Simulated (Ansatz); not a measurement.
# SrMnSiH, from a guessed structure to a relaxed one, part 2 of 2

This structure for SrMnSiH is made up. Its elements were placed in a known structure type with a cell scaled to their sizes. What cell does the guess relax to, and how far off was it?

Ansatz 0.2.0; DFT, PBE, plane-wave PAW, files of the set soft_1, scalar-relativistic, ferromagnetic start, cell and ions relaxed at zero pressure; PAW set soft_1 (the session's first sound run).

So far: Set-up; Relaxation of the guess. The relaxed cell has a = 4.227, c = 4.833 Å (conventional setting).

## 3. Bands of the relaxed cell

With the geometry fixed, one more self-consistent run, with a narrower smearing and the mesh shown in its input, gives the bands, and its pressure, and its forces where symmetry allows any, show how far the geometry depends on these settings.

This step: DFT, PBE, plane-wave PAW, files of the set soft_1, scalar-relativistic, ferromagnetic start, bands and density of states at the relaxed cell; PAW set soft_1 (Ansatz 0.2.0).

input.yaml

```yaml
crystal:
  lattice:
    - [4.2270317743, 0.0, 0.0]
    - [-2.1135158872, 3.6607168992, 0.0]
    - [0.0, 0.0, 4.8327390613]
  atoms:
    - { symbol: Sr, position: [0.0, 0.0, 0.9980648697] }
    - { symbol: Mn, position: [0.6666666667, 0.3333333333, 0.4744936421], spin: 2.6 }
    - { symbol: Si, position: [0.3333333333, 0.6666666667, 0.5247538772] }
    - { symbol: H, position: [0.6666666667, 0.3333333333, 0.123287611] }
magnetization:
  spin_polarized: true
kpoints:
  mp_grid: { grid: [8, 8, 6] }
  band_path:
    path:
      - [[0.0, 0.0, 0.0], [0.5, 0.0, 0.0], [0.33333333, 0.33333333, 0.0], [0.0, 0.0, 0.0], [0.0, 0.0, 0.5], [0.5, 0.0, 0.5], [0.33333333, 0.33333333, 0.5], [0.0, 0.0, 0.5]]
      - [[0.5, 0.0, 0.5], [0.5, 0.0, 0.0]]
      - [[0.33333333, 0.33333333, 0.0], [0.33333333, 0.33333333, 0.5]]
    npoints: 8
scf:
  occupations: { method: fermi_dirac, width: 0.03 }
  n_extra_bands: 10
hamiltonian:
  xc: pbe
  pseudopotentials: { kind: paw, azcp: { folder: soft_1 } }
output:
  forces: true
  stress: true
  write_bands: true
  dos: { projected: true }
  write_density: true
  write_potential: true
  elf: true
  volumetric_format: npy
```

The run is started by

```
$ ansatz run input.yaml --threads 4 --pin off --max-ram 8192MiB --backend cpu --events-out ev --progress --plain --runs-dir out
```

Numbers of over 12 decimals in the logs are rounded to 6 here.

What it wrote:

```text
[...]
Crystal: 4 atoms, lattice volume = 74.782 Å³
Basis set: ecut = 420 eV, 1463 PW (Γ), exchange–correlation on 60×60×72 points (8 copies of the dense FFT grid, shifted against one another)
Bands: 25, of which v1, the nominal top of the filled ones, is band 15 counted from 1 (14 counted from 0)
Symmetry: 6 space group operations
[...]
k-points: 50 of 384 (time reversal used)
[...]
Starting moments: Σ|m| = 2.6 μB on 1 of 4 sites
[...]
SCF iter   1: F=—  HF=-8096.728582 eV  |F-HF|=—  |Δ(HF+E_count)|=         —  Δρ=6.98e-2 (↑2.44e-2 ↓6.98e-2)  dr2=5.91e0  dr2_m=5.21e-1  M=3.575 μB ∫|m|=3.739 μB  β_m=0.30  ethr=3.10e-3  ⟨swp⟩=7.3  Hψ=14961  notcnv=0
[...]
SCF iter  13: F=-8095.491824 eV  HF=-8095.491824 eV  |F-HF|=2.62e-8  |Δ(HF+E_count)|=   2.83e-8  Δρ=5.41e-6 (↑1.54e-6 ↓5.41e-6)  dr2=3.89e-8  dr2_m=4.12e-9  M=3.649 μB ∫|m|=4.062 μB  ethr=2.70e-10  ⟨swp⟩=14.0  Hψ=16833  notcnv=0
SCF 1 converged in 13 iterations: F = -8095.491824 eV  dr2 = 3.89e-8
[...]
NSCF: frozen V_eff on 75 k-points
SCF converged after 13 iterations
Magnetization: 3.6490 μB (16.8245 up, 13.1755 down)
Absolute magnetization: 4.0627 μB (∫|ρ↑−ρ↓|, with the PAW one-centre terms)
[...]
Per-site moments (μB) at R_I (Å): [(0.028439, 1.037186), (2.596948, 0.700131), (-0.112790, 1.011671), (-0.020115, 0.700131)]
Free energy (F): -8095.491824 eV
[...]
Internal energy: -8095.484138 eV  (E = F + TS)
E sigma→0 (E₀):  -8095.487981 eV
Entropy (-TS):   -0.007686 eV (-1.922 meV/atom)
Fermi energy:    8.350724 eV
[...]
--- Forces (eV/Å), atoms counted from 1 ---
  atom   1  Sr     0.00000000    -0.00000000     0.00124416
  atom   2  Mn    -0.00000000    -0.00000000    -0.01368933
  atom   3  Si     0.00000000    -0.00000000     0.00555887
  atom   4  H      0.00000000    -0.00000000     0.00685041
  max |Σ_I F_I| component: 3.59e-5 eV/Å
--- Stress (GPa, compression-positive) ---
        0.087815       0.000000       0.000000
        0.000000       0.087815       0.000000
        0.000000       0.000000      -0.043081
  P = ⅓ Tr σ = 0.0442 GPa (0.442 kbar)
--- Band table (eV; the first three rows and the last of 100) ---
  k-point 0 ↑: bands = [... 11 lower, 5.0661, 5.7208, 5.7208, 6.7920, 8.6654, 9.5765, 9.5765, 10.6103, ... 6 higher]
  k-point 1 ↑: bands = [... 11 lower, 5.0552, 5.7086, 5.7086, 6.2469, 9.1231, 9.7314, 9.7314, 10.8051, ... 6 higher]
  k-point 2 ↑: bands = [... 11 lower, 5.0369, 5.6077, 5.6788, 5.6788, 9.4909, 10.1730, 10.1730, 11.4561, ... 6 higher]
  k-point 49 ↓: bands = [... 11 lower, 6.4811, 6.6708, 8.2146, 8.5553, 8.8044, 9.2434, 9.9071, 13.0042, ... 6 higher]
```

Wall time 7 s (4 threads of INTEL XEON PLATINUM 8581C at 2.10GHz (Emerald Rapids), shared host); peak memory 0.6 GiB; 25 s of CPU time.

In the SCF lines HF is the Harris–Foulkes energy and dr2 the Hartree energy of the density residual, in eV; the loop may stop once dr2 is under the threshold and the program's other checks hold. Hψ counts applications of the Hamiltonian.

This step gave:

```
free energy             : -8095.4918 eV
energy at zero smearing : -8095.4880 eV
smearing term TS        : 0.007686 eV
Fermi energy            : 8.351 eV
magnetization           : 3.649 μB
absolute magnetization  : 4.063 μB
site moments            : 0.02844, 2.597, -0.1128, -0.02012 μB
pressure                : 0.04418 GPa
```

bands.tsv at the labelled points (eV, zero at the Fermi level; the bands that come nearest the Fermi level along the path):

```tsv
point	band_15_up	band_16_up	band_17_up	band_12_dn	band_13_dn	band_14_dn	band_15_dn	band_16_dn
Γ	0.31	1.23	1.23	-0.98	0.56	0.56	1.99	2.23
M	-0.85	-0.06	0.96	-0.95	0.07	0.31	0.99	1.22
K	-1.79	-0.27	0.56	-1.53	-0.06	0.47	1.02	1.17
Γ	0.31	1.23	1.23	-0.98	0.56	0.56	1.99	2.23
A	1.19	2.27	2.27	-1.29	0.30	0.30	2.02	3.30
L	-1.92	-0.60	-0.47	-1.11	0.07	0.39	0.46	0.82
H	-1.82	-1.81	-0.35	-1.79	-0.18	0.19	0.45	0.89
A	1.19	2.27	2.27	-1.29	0.30	0.30	2.02	3.30
L	-1.92	-0.60	-0.47	-1.11	0.07	0.39	0.46	0.82
M	-0.85	-0.06	0.96	-0.95	0.07	0.31	0.99	1.22
K	-1.79	-0.27	0.56	-1.53	-0.06	0.47	1.02	1.17
H	-1.82	-1.81	-0.35	-1.79	-0.18	0.19	0.45	0.89
```

Spin density in the ac plane at fractional y = 0.333, with atoms of Mn and H within 0.2 Å of it.

Ten even steps from '_' (-0.1 e/Å³) to '@' (5.6 e/Å³), each cell a mean:
```
____________________________
____________________________
____________________________
____________________________
____________________________
____________________________
________________..::::..____
______________..==@@**::____
______________..++@@**::____
________________::--::..____
____________________________
____________________________
____________________________
____________________________
____________________________
____________________________
```
Columns run along a (4.2 Å), rows up along c (4.8 Å). Atoms in or near the plane, at fractional coordinates: Mn at (0.67, 0.47), H at (0.67, 0.12).

Electrostatic potential energy in the ac plane at fractional y = 0.333, with atoms of Mn and H within 0.2 Å of it. With pseudopotentials it is smooth inside the atoms' cores, unlike the true potential.

Ten even steps from '0' (-58 eV) to '9' (11 eV), each cell a mean:
```
99899999999999
99999999999999
99999999999999
99999999999999
99999999989999
99999998656799
99999986211589
99999983000279
99999983000279
99999985201489
99999998645799
99999999888999
99999999878999
99999999746999
99899999867999
98889999999999
```
Columns run along a (4.2 Å; values clipped at the 3rd and 97th percentile), rows up along c (4.8 Å). Atoms in or near the plane, at fractional coordinates: Mn at (0.67, 0.47), H at (0.67, 0.12).

ELF in the ac plane at fractional y = 0.333, with atoms of Mn and H within 0.2 Å of it. It is the smooth field of the valence electrons, not physical close to the nuclei.

Values in units of 1e-1, 16 rows by 14 columns, each cell a mean:
```
 0.8  1.8  2.5  2.0  0.9  0.4  0.7  2.8  5.2  6.5  5.8  3.5  1.1  0.5
 0.7  1.0  1.3  1.1  0.7  0.5  0.8  1.6  2.4  2.9  2.6  1.8  1.0  0.6
 1.1  1.0  1.0  0.9  1.0  1.3  1.8  2.2  2.4  2.5  2.4  2.3  1.9  1.5
 2.9  2.5  2.3  2.4  2.8  3.2  3.3  2.9  2.5  2.3  2.4  2.7  3.2  3.3
 5.1  5.1  5.0  5.0  5.2  4.8  3.7  2.3  1.7  1.6  1.7  2.0  3.2  4.4
 6.1  6.5  6.5  6.5  6.3  4.9  2.9  1.9  2.5  3.0  2.7  1.9  2.3  4.2
 6.2  6.9  6.9  6.9  6.5  4.4  2.3  2.8  4.5  5.5  4.9  3.2  2.1  3.5
 6.0  6.9  7.0  6.9  6.3  3.9  2.2  3.9  6.2  7.5  6.8  4.6  2.4  3.0
 5.7  6.7  6.9  6.8  6.1  3.7  2.2  4.1  6.3  7.6  6.9  4.8  2.4  2.8
 5.1  6.1  6.3  6.2  5.5  3.4  1.9  2.9  4.7  5.8  5.2  3.5  1.9  2.6
 4.0  4.7  4.8  4.8  4.3  3.1  1.9  1.8  2.6  3.2  2.9  2.0  1.7  2.5
 2.3  2.3  2.2  2.3  2.4  2.4  2.5  3.2  4.0  4.5  4.2  3.5  2.7  2.4
 1.1  0.9  0.8  0.8  1.0  1.8  3.8  7.4  8.9  9.3  9.1  8.0  4.9  2.2
 0.7  0.7  0.9  0.7  0.6  1.2  4.3  9.1  9.9 10.0  9.9  9.5  5.9  1.9
 0.7  1.5  2.1  1.6  0.8  0.7  3.1  8.8  9.9 10.0  9.9  9.3  4.9  1.2
 0.9  2.2  3.0  2.4  1.1  0.5  1.6  6.7  9.2  9.7  9.5  7.8  2.9  0.7
```
Columns run along a (4.2 Å), rows up along c (4.8 Å). Atoms in or near the plane, at fractional coordinates: Mn at (0.67, 0.47), H at (0.67, 0.12).

## 4. Summary of results

| Quantity | Value |
| --- | --- |
| space group, relaxed | P3m1 |
| conventional cell | a = 4.227, b = 4.227, c = 4.833 Å; α = 90.0°, β = 90.0°, γ = 120.0° |
| volume per atom | 18.70 Å³ (guess 18.47) |
| total moment | 3.63 μB in the cell of 4 atoms |

**Reading.** SrMnSiH relaxes to P3m1 with a = 4.227, b = 4.227 and c = 4.833 Å. The guessed volume was near the relaxed one. The space group P3m1 was held in the relaxation, so the end point is a stationary structure within it and may be a saddle against distortions or other arrangements. The input starts from parallel moments, and no other start was typed. Bands cross the Fermi level, so it is a metal or semimetal at this level. On the 8×8×6 mesh with the narrower smearing (relaxed on 8×8×6) the largest force component is 0.014 eV/Å and the largest stress component is 0.088 GPa, against the relaxation's thresholds of 0.015 eV/Å and 0.05 GPa. The cutoff wasn't tested. No dispersion term is used, so weakly bound directions may come out too long. Nothing here tests whether the compound is stable against decomposition.

[Logs are printed without paths, hosts, clocks, repeated set-up lines and the standing remarks that a program may print on its own settings, such as how far it seeks lower states.]

[Hosts, paths, dates, database ids (printed as entryN), source tags and the programs' standing remarks are cut or masked in the printed files.]
